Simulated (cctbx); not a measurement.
# Absolute structure of KCoCuAsS4

Space group Ama2 (no. 40), a = 7.6370 Å, b = 18.1480 Å, c = 5.5110 Å, α = 90.00°, β = 90.00°, γ = 90.00°.

| atom | mult. | x | y | z | Ueq (Å²) |
| --- | --- | --- | --- | --- | --- |
| As1 | 4 | 3/4 | 0.3899 | 0.1091 | 0.0172 |
| Cu1 | 4 | 1/2 | 0 | 0.6228 | 0.0157 |
| Co1 | 4 | 3/4 | 0.3943 | 0.5891 | 0.0215 |
| K1 | 4 | 1/4 | 0.3195 | 0.8549 | 0.0174 |
| S1 | 4 | 3/4 | 0.4907 | 0.8703 | 0.0209 |
| S2 | 8 | 0.5033 | 0.3881 | 0.3383 | 0.0233 |
| S3 | 4 | 3/4 | 0.2957 | 0.8743 | 0.0257 |

This is a model crystal, built by substitution and not relaxed, with assumed displacement parameters.

Data sets are simulated with cctbx and refined with Bijvoet mates kept apart; Flack x is then fitted as the share of an inverted twin with the atoms fixed, Hooft y from the Bijvoet differences. The group is acentric but holds improper operations, so there is an absolute structure (orientation) and no hand.

Untwinned crystal. What Flack and Hooft values should come out?

| λ (Å) | extinction (unmodelled) | d min (Å) | top counts | error (%) | model | R1 | Flack x | s.u. | Hooft y | s.u. | pairs |
| --- | --- | --- | --- | --- | --- | --- | --- | --- | --- | --- | --- |
| 0.71073 | 0.3 | 0.77 | 5000 | 4 | as given | 0.0418 | 0.06 | 0.05 | 0.001 | 0.048 | 422 |
| 0.71073 | 0.3 | 0.77 | 5000 | 4 | inverted | 0.0521 | 0.94 | 0.05 | 1.008 | 0.049 | 422 |
| 1.54184 | 0.1 | 0.83 | 70000 | 1.5 | as given | 0.0076 | 0.007 | 0.002 | 0.003 | 0.003 | 335 |

With Mo Kα, x is within 3 s.u. of 0, so the absolute structure is right, though an s.u. above 0.04 can't exclude a small twin share. With Cu Kα, x is close to 0 but 4 s.u. off; with the atoms held fixed the s.u. tends to be too small. Inverting the model turns x into about 1 − x.

A further crystal gives:

| λ (Å) | extinction (unmodelled) | d min (Å) | top counts | error (%) | model | R1 | Flack x | s.u. | Hooft y | s.u. | pairs |
| --- | --- | --- | --- | --- | --- | --- | --- | --- | --- | --- | --- |
| 0.7749 | 0 | 0.6 | 20000 | 4 | as given | 0.0322 | 0.292 | 0.018 | 0.282 | 0.016 | 898 |

**Question.** What is it?

It was simulated as an inversion twin with a fraction 0.3 of the inverted domain. Flack x is over 3 s.u. from both 0 and 1 and reads that fraction.
